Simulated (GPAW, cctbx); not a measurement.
# What do these deviations say about the bonding?

MgTlBr3, Pm-3m (no. 221), a = 5.3480 Å, b = 5.3480 Å, c = 5.3480 Å, α = 90.00°, β = 90.00°, γ = 90.00°.

```csv
atom,mult.,x,y,z
Tl1,1,0,0,0
Br1,3,1/2,1/2,0
Mg1,1,1/2,1/2,1/2
```

The start was made by putting kin elements into a known structure type; the compound need not exist, or be stable, in this form.

Absolute values of the static structure factors of the conventional cell from DFT (PBE, GPAW) against free spherical atoms, in electrons:

```
hkl  d (Å)  free atoms  crystal
010  5.348       33.81    33.70
011  3.782       53.20    52.82
111  3.088      151.20   151.62
020  2.674      163.85   163.99
021  2.392       32.11    32.17
121  2.183       48.27    48.31
022  1.891      146.85   146.76
030  1.783       30.21    30.19
122  1.783       30.21    30.33
031  1.691       44.73    44.87
```

**Question.** Which way does charge move, and which reflections show it best?

Project each element's phase sum on the total phase. |F| rises if density moves to atoms that scatter in phase and falls if it moves to atoms that scatter against it; the rule is for low angles, since changes of shape take over beyond. Where all elements are in phase the terms compete, and the compactness of the donor's and the acceptor's density matters too.

| hkl | Tl in phase | Br in phase | Mg in phase | change (e) | (%) |
| --- | --- | --- | --- | --- | --- |
| 010 | +1.0 | -1.0 | -1.0 | -0.11 | -0.3 |
| 011 | +1.0 | -1.0 | +1.0 | -0.38 | -0.7 |
| 111 | +1.0 | +3.0 | -1.0 | +0.41 | +0.3 |
| 020 | +1.0 | +3.0 | +1.0 | +0.14 | +0.1 |
| 021 | +1.0 | -1.0 | -1.0 | +0.07 | +0.2 |
| 121 | +1.0 | -1.0 | +1.0 | +0.04 | +0.1 |
| 022 | +1.0 | +3.0 | +1.0 | -0.08 | -0.1 |
| 030 | +1.0 | -1.0 | -1.0 | -0.02 | -0.1 |

Low-angle reflections that set elements apart and change by more than 0.05 e: 010, 011, 111 and 021 (121 and 030 hardly move and tell little). The signs fit a gain of density on Br and a loss on Tl and Mg, apart from 021. The best witness is 011, -0.7 %, where Br enters with -1.0. The real-space density agrees: Voronoi charges Tl +0.36, Br -0.24, Mg +0.37 e. The shortest bond, Br–Mg, has Δρ = +0.03 e/Å³ at its midpoint.

[Outputs are excerpts: Python notices, other lines and further rows are left out; steps that failed or that the build refused (PBEsol, TPSS) are not shown.]

[Logs are printed without paths, hosts, clocks, repeated set-up lines and the standing remarks that a program may print on its own settings, such as how far it seeks lower states.]
